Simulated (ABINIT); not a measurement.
## Mg3SiS (Pm-3m): zone-centre phonons

Aim: the zone-centre modes of Mg3SiS (Pm-3m).

Main program and level: ABINIT 10.8.3; DFT LDA, scalar-relativistic, plane waves, HGH norm-conserving pseudopotentials.

Report form: the programs' logs are mostly left out.

The structure was built from a prototype and need not be the compound's stable phase.

### Step 1. Set-up

It takes space group Pm-3m (No. 221, cubic). The conventional cell has a = 5.222 Å, b = 5.222 Å, c = 5.222 Å, α = 90.00°, β = 90.00°, γ = 90.00°. Si has 12 Mg at 3.69 Å nearest. S has 6 Mg at 2.61 Å nearest. Nearest to Mg lie 2 S at 2.61 Å. Farther neighbours and most contacts between anions are not listed.

### Step 2. A probe with smearing

A first run with smearing and empty bands tells whether the crystal has a gap, which decides between fixed occupations and smearing later on.

probe.abi reads:

```
# ground state
tolvrs 1.0d-08
prtden 1
prtwf 1

# basis, mesh and filling
ecut 30.0
ixc 7
ngkpt 4 4 4
nshiftk 1
shiftk 0.0 0.0 0.0
istwfk *1
occopt 7
tsmear 0.005
nband 14
nstep 100
diemac 9.0
prtebands 0
prtgsr 0

# cell and atoms
acell 9.868905713 9.868905713 9.868905713
rprim 
    1.0 0.0 0.0
    0.0 1.0 0.0
    0.0 0.0 1.0
ntypat 3
znucl 14 16 12
natom 5
typat 1 2 3 3 3
xred 
    0.0 0.0 0.0
    0.5 0.5 0.5
    0.5 0.5 0.0
    0.5 0.0 0.5
    0.0 0.5 0.5
pp_dirpath "./pseudo"
pseudos "Si.hgh, S.hgh, Mg.hgh"
```

Run with:

```bash
OMP_NUM_THREADS=1 mpirun -n 4 abinit probe.abi > probe.log
```

The job ended after 14 s (4 MPI ranks of Arm Neoverse N1, shared host).

Read from the output:

| Property | Result |
| --- | --- |
| volume per atom | 28.49 Å³ |
| pressure | -9.147 GPa |
| gap on the k-mesh | 0 eV |

No gap opens on this mesh, so smearing is kept; the printed pressure holds the stress of the finite basis too.

### Step 3. Rough relaxation

The typed start is rough, so a first relaxation with smearing and loose thresholds takes it towards rest cheaply.

prerelax.abi reads:

```
# relaxation
ionmov 2
optcell 2
dilatmx 1.15
chkdilatmx 0
ntime 40
tolmxf 3.0d-04
tolvrs 1.0d-10
prtwf 0
prtden 0
chksymtnons 0

# basis, mesh and filling
ecut 31.0
ecutsm 3.0
ixc 7
ngkpt 4 4 4
nshiftk 1
shiftk 0.0 0.0 0.0
istwfk *1
occopt 7
tsmear 0.005
nband 14
nstep 100
diemac 1000000.0
prtebands 0
prtgsr 0

# cell and atoms
acell 9.868905713 9.868905713 9.868905713
rprim 
    1.0 0.0 0.0
    0.0 1.0 0.0
    0.0 0.0 1.0
ntypat 3
znucl 14 16 12
natom 5
typat 1 2 3 3 3
xred 
    0.0 0.0 0.0
    0.5 0.5 0.5
    0.5 0.5 0.0
    0.5 0.0 0.5
    0.0 0.5 0.5
pp_dirpath "./pseudo"
pseudos "Si.hgh, S.hgh, Mg.hgh"
```

Run with:

```bash
OMP_NUM_THREADS=1 mpirun -n 4 abinit prerelax.abi > prerelax.log
```

It took 2.8 min on 4 MPI ranks; 11 min of CPU time.

The steps of the relaxation:

```csv
step,energy less that of the first step (eV),largest force (eV/Å),volume (Å³)
1,0.0000,0.0000,142.43
2,-0.2204,0.0000,138.51
3,0.2140,0.0000,72.88
4,-1.4673,0.0000,111.95
5,-1.6859,0.0000,102.80
6,-1.7110,0.0000,98.08
7,-1.7120,0.0000,98.85
```

```csv
"conventional cell, symmetrised",before,after,change
a (Å),5.222,4.624,-11.5 %
b (Å),5.222,4.624,-11.5 %
c (Å),5.222,4.624,-11.5 %
volume (Å³/atom),28.49,19.77,-30.6 %
```

Final coordinates:

```cif
data_structure
_symmetry_space_group_name_H-M 'P 1'
_symmetry_Int_Tables_number 1
_cell_length_a 4.6237
_cell_length_b 4.6237
_cell_length_c 4.6237
_cell_angle_alpha 90.000
_cell_angle_beta 90.000
_cell_angle_gamma 90.000
_cell_volume 98.85
loop_
_atom_site_label
_atom_site_type_symbol
_atom_site_fract_x
_atom_site_fract_y
_atom_site_fract_z
_atom_site_occupancy
Si1 Si 0.00000 0.00000 0.00000 1
S2 S 0.50000 0.50000 0.50000 1
Mg3 Mg 0.50000 0.50000 0.00000 1
Mg4 Mg 0.50000 0.00000 0.50000 1
Mg5 Mg 0.00000 0.50000 0.50000 1
```

This step gave:

| Item | Value |
| --- | --- |
| volume per atom | 19.77 Å³ |
| pressure | -0.01921 GPa |

The volume changes by -30.6 % in this run and stands -30.6 % from the first cell.

### Step 4. Rough relaxation

The cell changed much, so the rough relaxation is repeated on a basis made for the new cell.

Changes to prerelax.abi since step 3:

```diff
@@ -29,3 +29,3 @@
 # cell and atoms
-acell 9.868905713 9.868905713 9.868905713
+acell 8.737533172 8.737533172 8.737533172
 rprim
```

The job ended after 18 s (4 MPI ranks).

Little changed from the start: no atom moved by 0.005 Å and no cell edge by 0.1 %.

The volume changes by +0.0 % in this run and stands -30.6 % from the first cell.

### Step 5. Relaxing the cell and atoms

The harmonic expansion needs vanishing forces, and a free crystal bears no stress, so cell and atoms are brought to rest. Stress is more sensitive to the basis than forces are: the last 3 Ha under the cutoff are smoothed with ecutsm, and the cutoff is raised above that of the later runs.

relax.abi reads:

```
# relaxation
ionmov 2
optcell 2
dilatmx 1.08
ntime 40
tolmxf 1.0d-05
tolvrs 1.0d-14
prtwf 0
prtden 0
chksymtnons 0

# basis, mesh and filling
ecut 38.0
ecutsm 3.0
ixc 7
ngkpt 6 6 6
nshiftk 1
shiftk 0.0 0.0 0.0
istwfk *1
occopt 3
tsmear 0.01
nband 14
nstep 100
diemac 1000000.0
prtebands 0
prtgsr 0

# cell and atoms
acell 8.737533172 8.737533172 8.737533172
rprim 
    1.0 0.0 0.0
    0.0 1.0 0.0
    0.0 0.0 1.0
ntypat 3
znucl 14 16 12
natom 5
typat 1 2 3 3 3
xred 
    0.0 0.0 0.0
    0.5 0.5 0.5
    0.5 0.5 0.0
    0.5 0.0 0.5
    0.0 0.5 0.5
pp_dirpath "./pseudo"
pseudos "Si.hgh, S.hgh, Mg.hgh"
```

Run with:

```bash
OMP_NUM_THREADS=1 mpirun -n 4 abinit relax.abi > relax.log
```

The job ended after 2 min (4 MPI ranks).

Relaxation path:

```csv
step,energy less that of the first step (eV),largest force (eV/Å),volume (Å³)
1,0.0000,0.0000,98.85
2,-0.0004,0.0000,98.99
3,-0.0014,0.0000,99.76
4,-0.0014,0.0000,99.77
```

```csv
"conventional cell, symmetrised",before,after,change
a (Å),4.624,4.638,+0.3 %
b (Å),4.624,4.638,+0.3 %
c (Å),4.624,4.638,+0.3 %
volume (Å³/atom),19.77,19.95,+0.9 %
```

The relaxed structure:

```xyz
5
Lattice="4.6380 0.0000 0.0000 0.0000 4.6380 0.0000 0.0000 0.0000 4.6380" Properties=species:S:1:pos:R:3 pbc="T T T"
Si    0.0000    0.0000    0.0000
S     2.3190    2.3190    2.3190
Mg    2.3190    2.3190    0.0000
Mg    2.3190    0.0000    2.3190
Mg    0.0000    2.3190    2.3190
```

Numbers from this step:

```
volume per atom : 19.95 Å³
pressure        : 5.17e-5 GPa
```

The volume changes by +0.9 % in this run and stands -30.0 % from the first cell.

### Step 6. Ground state

The response is built on these wavefunctions, so the potential is converged far more tightly than an energy would need. Smearing stays on, as the first look found no gap above 0.3 eV.

gs.abi reads:

```
# ground state
tolvrs 1.0d-16
prtden 1
prtwf 1

# basis, mesh and filling
ecut 30.0
ixc 7
ngkpt 6 6 6
nshiftk 1
shiftk 0.0 0.0 0.0
istwfk *1
occopt 3
tsmear 0.01
nband 14
nstep 100
diemac 1000000.0
prtebands 0
prtgsr 0

# cell and atoms
acell 8.764580601 8.764580601 8.764580601
rprim 
    1.0 0.0 0.0
    0.0 1.0 0.0
    0.0 0.0 1.0
ntypat 3
znucl 14 16 12
natom 5
typat 1 2 3 3 3
xred 
    0.0 0.0 0.0
    0.5 0.5 0.5
    0.5 0.5 0.0
    0.5 0.0 0.5
    0.0 0.5 0.5
pp_dirpath "./pseudo"
pseudos "Si.hgh, S.hgh, Mg.hgh"
```

Run with:

```bash
OMP_NUM_THREADS=1 mpirun -n 4 abinit gs.abi > gs.log
```

Wall time 25 s (4 MPI ranks); 98 s of CPU time.

Numbers from this step:

```yaml
pressure: -0.08962 GPa
```

The cell stands at -0.090 GPa, close enough for phonons.

### Step 7. Linear response at Γ

At q = 0 one unit cell holds all displacements. The response is solved for single atoms along the cell's directions, and symmetry skips those that follow from others. The crystal is treated as a metal, which screens a static field, so no field response is asked.

dfpt_gamma.abi reads:

```

# common to the responses
getwfk_filepath "gso_WFK"
kptopt 2
nqpt 1
qpt 0.0 0.0 0.0
asr 0
chneut 0

# displacements
rfphon 1
rfatpol 1 5
rfdir 1 1 1
tolvrs 1.0d-10
prtwf 0

# basis, mesh and filling
ecut 30.0
ixc 7
ngkpt 6 6 6
nshiftk 1
shiftk 0.0 0.0 0.0
istwfk *1
occopt 3
tsmear 0.01
nband 14
nstep 100
diemac 1000000.0
prtebands 0
prtgsr 0

# cell and atoms
acell 8.764580601 8.764580601 8.764580601
rprim 
    1.0 0.0 0.0
    0.0 1.0 0.0
    0.0 0.0 1.0
ntypat 3
znucl 14 16 12
natom 5
typat 1 2 3 3 3
xred 
    0.0 0.0 0.0
    0.5 0.5 0.5
    0.5 0.5 0.0
    0.5 0.0 0.5
    0.0 0.5 0.5
pp_dirpath "./pseudo"
pseudos "Si.hgh, S.hgh, Mg.hgh"
```

Run with:

```bash
OMP_NUM_THREADS=1 mpirun -n 4 abinit dfpt_gamma.abi > dfpt_gamma.log
```

Run time: 3.3 min. Hardware: 4 MPI ranks; 13 min of CPU time.

This step gave:

| Quantity | Value |
| --- | --- |
| largest acoustic frequency at the zone centre before the sum rule | -3 cm⁻¹ |
| highest optical zone-centre mode (no LO-TO term) | 490.1 cm⁻¹ |
| lowest optical zone-centre mode | -163.2 cm⁻¹ |

The acoustic modes at Γ come out as far as 3.0 cm⁻¹ from zero, where they should vanish, a small numerical error. The lowest optical mode is imaginary, 163i cm⁻¹, an instability at this level and on this k mesh.

### Step 8. Zone-centre analysis

anaddb reads the merged derivatives and imposes the acoustic sum rule.

anaddb.abi reads:

```
ddb_filepath "gamma_DDB"
output_file "anaddb.abo"
outdata_prefix "anaddb"
asr 1
chneut 1
enunit 2
eivec 1
nph1l 1
qph1l 0.0 0.0 0.0 1.0
```

mrgddb.in reads:

```
gamma_DDB
merged
2
dfpt_gammao_DDB
gso_DDB
```

Run with:

```bash
mrgddb < mrgddb.in > mrgddb.log
OMP_NUM_THREADS=1 anaddb anaddb.abi > anaddb.log
```

Wall time 0.55 s (1 thread).

No LO-TO term; unit eigenvectors of the mass-weighted matrix, from anaddb's displacements. The modes at Γ (shares of kinetic energy by element, %) (negative means imaginary):

```csv
mode,frequency (cm⁻¹),symmetry,Si %,S %,Mg %
1,-163.2,T1u,21,14,65
2,-163.2,T1u,21,14,65
3,-163.2,T1u,21,14,65
4,-132.2,T2u,0,0,100
5,-132.2,T2u,0,0,100
6,-132.2,T2u,0,0,100
7,0.0,acoustic,21,24,55
8,0.0,acoustic,21,24,55
9,0.0,acoustic,21,24,55
10,133.0,T1u,58,26,16
11,133.0,T1u,58,26,16
12,133.0,T1u,58,26,16
13,490.1,T1u,0,36,64
14,490.1,T1u,0,36,64
15,490.1,T1u,0,36,64
```

Displacements in mode 1 (-163.2 cm⁻¹), the largest set to 1:
```
Si1  0.00  0.00  0.77
S2   0.00  0.00  0.58
Mg3  0.00  0.00  0.35
Mg4  0.00  0.00 -1.00
Mg5  0.00  0.00 -1.00
```

Displacements in mode 13 (490.1 cm⁻¹), the largest set to 1:
```
Si1  0.00  0.00  0.01
S2   0.00  0.00 -0.66
Mg3  0.00  0.00  1.00
Mg4  0.00  0.00 -0.07
Mg5  0.00  0.00 -0.07
```

The rule moves no optical mode by more than 0.1 cm⁻¹.

### Step 9. Sum rules set otherwise (asr 0)

Without the rule the raw error of the acoustic modes shows.

Changes to anaddb.abi since step 8:

```diff
@@ -3,4 +3,4 @@
 outdata_prefix "anaddb"
-asr 1
-chneut 1
+asr 0
+chneut 0
 enunit 2
```

mrgddb.in is that of step 8.

Run time: 0.54 s. Hardware: 1 thread.

Zone-centre frequencies as printed; negative means imaginary. Modes:

```csv
mode,frequency (cm⁻¹)
1,-163.2
2,-163.2
3,-163.2
4,-132.2
5,-132.2
6,-132.2
7,-3
8,-3
9,-3
10,132.9
11,132.9
12,132.9
13,490.1
14,490.1
15,490.1
```

### Step 10. Results

| Quantity | Value |
| --- | --- |
| space group after relaxation | Pm-3m |
| volume per atom | 20.0 Å³ |
| highest optical zone-centre mode (no LO-TO term) | 490.1 cm⁻¹ |
| lowest optical zone-centre mode | -163.2 cm⁻¹ |
| imaginary optical modes at the zone centre (no q mesh in this session) | yes |

In words: At the LDA level the optical modes of Mg3SiS (Pm-3m) at the zone centre run from 163i to 490 cm⁻¹, so the structure is a saddle point, with 6 modes beyond 10i cm⁻¹ there. These are harmonic frequencies: anharmonic shifts and widths and the lattice's thermal expansion are left out. The Fermi-Dirac smearing of 0.01 Ha is an electronic temperature of 3158 K, which adds a pressure of its own and can shift the volume and soft modes. The HGH files keep few electrons and have no core correction, which is cheap but rough for Mg. In a metal the frequencies hang on the k mesh and the smearing, most of all near Kohn anomalies. The structure is a hypothetical one, built on a prototype.

[Host names and launcher messages were left out of these logs when they were recorded.]

[Logs are printed without paths, hosts, clocks, repeated set-up lines and the standing remarks that a program may print on its own settings, such as how far it seeks lower states.]

[Hosts, paths, dates, database ids (printed as entryN), source tags and the programs' standing remarks are cut or masked in the printed files.]
